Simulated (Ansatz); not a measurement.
# A hypothetical structure for BiH3, part 2 of 2

This structure for BiH3 is made up. Its elements were placed in a known structure type with a cell scaled to their sizes. What cell does the guess relax to, and how far off was it?

Ansatz 0.2.0; DFT, PBEsol, plane-wave PAW, files of the set soft_1, scalar-relativistic, no spin, cell and ions relaxed at zero pressure; PAW set soft_1 (the session's first sound run).

So far: The structure; Relaxing cell and atoms. The relaxed cell has a = 3.782, c = 6.220 Å (conventional setting).

### 3. Electronic structure of the relaxed cell

A second self-consistent run takes a narrower smearing and the mesh shown in its input; the bands follow along the standard path of the relaxed lattice.

This step: DFT, PBEsol, plane-wave PAW, files of the set soft_1, scalar-relativistic, no spin, bands and density of states at the relaxed cell; PAW set soft_1 (Ansatz 0.2.0).

The input, input.yaml:

```yaml
crystal:
  lattice:
    - [3.7822570218, 0.0, 0.0]
    - [-1.8911285109, 3.2755306645, 0.0]
    - [0.0, 0.0, 6.2199558504]
  atoms:
    - { symbol: Bi, position: [0.3333333333, 0.6666666667, 0.25] }
    - { symbol: Bi, position: [0.6666666667, 0.3333333333, 0.75] }
    - { symbol: H, position: [0.6666666667, 0.3333333333, 0.0877181454] }
    - { symbol: H, position: [0.3333333333, 0.6666666667, 0.9122818546] }
    - { symbol: H, position: [0.3333333333, 0.6666666667, 0.5877181454] }
    - { symbol: H, position: [0.6666666667, 0.3333333333, 0.4122818546] }
    - { symbol: H, position: [0.0, 0.0, 0.5] }
    - { symbol: H, position: [0.0, 0.0, 0.0] }
kpoints:
  mp_grid: { grid: [10, 10, 6] }
  band_path:
    path:
      - [[0.0, 0.0, 0.0], [0.5, 0.0, 0.0], [0.33333333, 0.33333333, 0.0], [0.0, 0.0, 0.0], [0.0, 0.0, 0.5], [0.5, 0.0, 0.5], [0.33333333, 0.33333333, 0.5], [0.0, 0.0, 0.5]]
      - [[0.5, 0.0, 0.5], [0.5, 0.0, 0.0]]
      - [[0.33333333, 0.33333333, 0.0], [0.33333333, 0.33333333, 0.5]]
    npoints: 8
scf:
  occupations: { method: fermi_dirac, width: 0.03 }
  n_extra_bands: 12
hamiltonian:
  xc: pbesol
  pseudopotentials: { kind: paw, azcp: { folder: soft_1 }, xc_functional: pbe }
output:
  forces: true
  stress: true
  write_bands: true
  dos: { projected: true }
  write_density: true
  write_potential: true
  elf: true
  volumetric_format: npy
```

On the command line:

```bash
$ ansatz run input.yaml --threads 4 --pin off --max-ram 10240MiB --backend cpu --events-out ev --progress --plain --runs-dir out
```

Numbers of over 12 decimals in the logs are rounded to 6 here.

The log of the run:

```text
[...]
Crystal: 8 atoms, lattice volume = 77.058 Å³
Basis set: ecut = 420 eV, 1521 PW (Γ), exchange–correlation on 54×54×90 points (8 copies of the dense FFT grid, shifted against one another)
Bands: 30, of which v1, the nominal top of the filled ones, is band 18 counted from 1 (17 counted from 0)
Symmetry: 24 space group operations
[...]
k-points: 56 of 600
[...]
SCF iter   1: F=—  HF=-24578.177041 eV  |F-HF|=—  |Δ(HF+E_count)|=         —  Δρ=6.57e-2  dr2=4.12e0  ethr=3.10e-3  ⟨swp⟩=6.5  Hψ=8200  notcnv=0  defer=29
[...]
SCF iter   7: F=-24576.788894 eV  HF=-24576.788894 eV  |F-HF|=8.92e-9  |Δ(HF+E_count)|=   3.41e-7  Δρ=1.06e-5  dr2=8.92e-8  ethr=2.78e-10  ⟨swp⟩=13.0  Hψ=13296  notcnv=0
SCF 1 converged in 7 iterations: F = -24576.788894 eV  dr2 = 8.92e-8
[...]
NSCF: frozen V_eff on 75 k-points
SCF converged after 7 iterations
Free energy (F): -24576.788894 eV
[...]
Internal energy: -24576.783581 eV  (E = F + TS)
E sigma→0 (E₀):  -24576.786237 eV
Entropy (-TS):   -0.005313 eV (-0.664 meV/atom)
Fermi energy:    10.151445 eV
[...]
--- Forces (eV/Å), atoms counted from 1 ---
  atom   1  Bi    -0.00000000     0.00000000    -0.00000000
  atom   2  Bi     0.00000000    -0.00000000     0.00000000
  atom   3  H      0.00000000    -0.00000000    -0.00149014
  atom   4  H     -0.00000000     0.00000000     0.00149014
  atom   5  H     -0.00000000     0.00000000    -0.00149014
  atom   6  H      0.00000000    -0.00000000     0.00149014
  atom   7  H     -0.00000000    -0.00000000     0.00000000
  atom   8  H     -0.00000000     0.00000000    -0.00000000
  max |Σ_I F_I| component: 1.86e-17 eV/Å
--- Stress (GPa, compression-positive) ---
        0.058464      -0.000000       0.000000
       -0.000000       0.058464      -0.000000
        0.000000      -0.000000      -0.279390
  P = ⅓ Tr σ = -0.0542 GPa (-0.542 kbar)
--- Band table (eV; the first three rows and the last of 56) ---
  k-point 0: bands = [... 14 lower, 9.7782, 10.1712, 11.1240, 11.5898, 11.6097, 11.6097, 12.7199, 12.9387, ... 8 higher]
  k-point 1: bands = [... 14 lower, 9.2039, 9.8097, 10.6600, 11.4895, 11.6892, 11.6892, 12.8430, 12.8430, ... 8 higher]
  k-point 2: bands = [... 14 lower, 8.5504, 9.3300, 10.7221, 11.2426, 11.9137, 11.9137, 12.5826, 12.5826, ... 8 higher]
  k-point 55: bands = [... 14 lower, 5.2333, 5.2333, 9.2851, 9.2851, 10.9822, 10.9822, 12.1062, 12.1062, ... 8 higher]
```

The job ended after 2.5 s (4 threads of Arm Neoverse V2, shared host; peak memory 0.37 GiB).

This step gave:

```
free energy             : -24576.7889 eV
energy at zero smearing : -24576.7862 eV
smearing term TS        : 0.005313 eV
Fermi energy            : 10.15 eV
pressure                : -0.05415 GPa
```

bands.tsv at the labelled points (eV, zero at the Fermi level; the bands that come nearest the Fermi level along the path):

| point | band 15 | band 16 | band 17 | band 18 | band 19 | band 20 | band 21 | band 22 |
| --- | --- | --- | --- | --- | --- | --- | --- | --- |
| Γ | -0.37 | 0.02 | 0.97 | 1.44 | 1.46 | 1.46 | 2.57 | 2.79 |
| M | -5.23 | -4.42 | -2.27 | -0.97 | -0.70 | 1.61 | 2.68 | 4.67 |
| K | -5.54 | -4.52 | -4.52 | -2.65 | -1.75 | 4.13 | 5.39 | 5.39 |
| Γ | -0.37 | 0.02 | 0.97 | 1.44 | 1.46 | 1.46 | 2.57 | 2.79 |
| A | -1.26 | -1.26 | 0.80 | 0.80 | 2.09 | 2.09 | 2.09 | 2.09 |
| L | -2.31 | -2.31 | -0.97 | -0.97 | 0.02 | 0.02 | 0.46 | 0.46 |
| H | -5.09 | -5.09 | -0.72 | -0.72 | 0.76 | 0.76 | 1.86 | 1.86 |
| A | -1.26 | -1.26 | 0.80 | 0.80 | 2.09 | 2.09 | 2.09 | 2.09 |
| L | -2.31 | -2.31 | -0.97 | -0.97 | 0.02 | 0.02 | 0.46 | 0.46 |
| M | -5.23 | -4.42 | -2.27 | -0.97 | -0.70 | 1.61 | 2.68 | 4.67 |
| K | -5.54 | -4.52 | -4.52 | -2.65 | -1.75 | 4.13 | 5.39 | 5.39 |
| H | -5.09 | -5.09 | -0.72 | -0.72 | 0.76 | 0.76 | 1.86 | 1.86 |

States per cell as run, both spins, in windows of 1 eV, from dos.tsv (zero at the Fermi level):

| from | to | total |
| --- | --- | --- |
| -8 | -7 | 0.99 |
| -7 | -6 | 1.44 |
| -6 | -5 | 1.23 |
| -5 | -4 | 1.37 |
| -4 | -3 | 1.59 |
| -3 | -2 | 1.81 |
| -2 | -1 | 2.00 |
| -1 | 0 | 1.52 |
| 0 | 1 | 1.88 |
| 1 | 2 | 2.48 |
| 2 | 3 | 2.22 |
| 3 | 4 | 1.11 |
| 4 | 5 | 0.73 |
| 5 | 6 | 1.79 |

A further 24.0 states lie below the table's range.

Electrostatic potential energy in the ac plane at fractional y = 0.333, with atoms of Bi and H within 0.2 Å of it. With pseudopotentials it is smooth inside the atoms' cores, unlike the true potential.

Ten even steps from '0' (-45 eV) to '9' (13 eV), each cell a mean:
```
99999999888999
99999998767889
99999975333578
99999853100247
89999741000036
89999731000026
89999741000036
99999863101257
99999986444578
99999998777889
99999999988999
99999999878999
99999999645899
99999999634899
98889999867999
88788999999999
87778899999999
87778899999999
88888999999999
99889999766999
99999999634899
99999999746899
99999999988999
```
Columns run along a (3.8 Å; values clipped at the 3rd and 97th percentile), rows up along c (6.2 Å). Atoms in or near the plane, at fractional coordinates: Bi at (0.67, 0.75), H at (0.67, 0.09), H at (0.67, 0.41).

ELF in the ac plane at fractional y = 0.333, with atoms of Bi and H within 0.2 Å of it. It is the smooth field of the valence electrons, not physical close to the nuclei.

Ten even steps from '0' (1.19 × 1e-1) to '9' (9.97 × 1e-1), each cell a mean:
```
00000002333210
00000012232210
00000123323321
10000233111232
10001232000133
10001231010133
10001232000133
10000133211232
00000022333321
00000011222210
00000002444310
00000015888620
00000027999840
00000037999841
11111125899731
12222112565311
22322100111101
22322101122101
12221113677411
11111126999731
00000037999841
00000027999840
00000014788520
```
Columns run along a (3.8 Å), rows up along c (6.2 Å). Atoms in or near the plane, at fractional coordinates: Bi at (0.67, 0.75), H at (0.67, 0.09), H at (0.67, 0.41).

Valence density in the ac plane at fractional y = 0.333, with atoms of Bi and H within 0.2 Å of it. It is the smooth field of the valence electrons, not physical close to the nuclei.

Ten steps, logarithmic in the rise over the least value, from '0' (0.1 e/Å³) to '9' (8.0 e/Å³), each cell a mean:
```
00000012333210
00000013444321
10000134666532
10001246888753
10001357999864
20001368999874
10001357999864
10001246788753
00000124566432
00000012344321
00000012233210
00000012343210
00000012455310
11111112455321
12221112344211
22332111222111
23332211111111
23332211111111
22222111232211
11221112344311
01111012465321
00000012454310
00000012343210
```
Columns run along a (3.8 Å), rows up along c (6.2 Å). Atoms in or near the plane, at fractional coordinates: Bi at (0.67, 0.75), H at (0.67, 0.09), H at (0.67, 0.41).

### 4. What came out

| Property | Result |
| --- | --- |
| space group, relaxed | P6_3/mmc |
| conventional cell | a = 3.782, b = 3.782, c = 6.220 Å; α = 90.0°, β = 90.0°, γ = 120.0° |
| volume per atom | 9.63 Å³ (guess 8.69) |

BiH3 relaxes to P6_3/mmc with a = 3.782, b = 3.782 and c = 6.220 Å. The guessed volume was 10 % too small. The space group P6_3/mmc was held in the relaxation, so the end point is a stationary structure within it and may be a saddle against distortions or other arrangements. Bands cross the Fermi level, so it is a metal or semimetal at this level. On the 10×10×6 mesh with the narrower smearing (relaxed on 9×9×5) the largest force component is 0.001 eV/Å and the largest stress component is 0.279 GPa, against the relaxation's thresholds of 0.015 eV/Å and 0.05 GPa. The cutoff wasn't tested. Spin-orbit coupling is left out, which can matter for elements this heavy. No dispersion term is used, so weakly bound directions may come out too long. Nothing here tests whether the compound is stable against decomposition.

[Logs are printed without paths, hosts, clocks, repeated set-up lines and the standing remarks that a program may print on its own settings, such as how far it seeks lower states.]

[Hosts, paths, dates, database ids (printed as entryN), source tags and the programs' standing remarks are cut or masked in the printed files.]
